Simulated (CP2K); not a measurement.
Two runs for the N K edge of acetonitrile monohydrate. Run A: CP2K XAS_TDP, all-electron GAPW, PBEh(45%), aug-cc-pVDZ, TDA, no relativity. Run B differs in one setting.

First lines with a strength over 0.0015. A:

```
                            atom  energy (eV)  states  strength, one atom
N3 (bonded to C, takes 1 H bond)       395.85       2              0.1062
                                       400.17       1              0.0019
                                       402.02       1              0.0045
                                       403.29       1              0.0043
                                       403.95       1              0.0052
```

B:

```
                            atom  energy (eV)  states  strength, one atom
N3 (bonded to C, takes 1 H bond)       401.29       2              0.1048
                                       405.61       1              0.0018
                                       407.46       1              0.0044
                                       408.73       1              0.0043
                                       409.39       1              0.0051
```

**Question.** Which was it: the functional, GW2X switched on, the basis, scalar relativity switched on?

GW2X switched on. GW2X shifts an atom's lines together and keeps their spacings. Against PBEh(45%) in aug-cc-pVDZ, the leading line moves by +5.44 eV, to 401.29 eV.

[Banner, clock and machine lines of the logs are left out without a mark of their own.]

[Logs are printed without paths, hosts, clocks, repeated set-up lines and the standing remarks that a program may print on its own settings, such as how far it seeks lower states.]

[Hosts, paths, dates, database ids (printed as entryN), source tags and the programs' standing remarks are cut or masked in the printed files.]
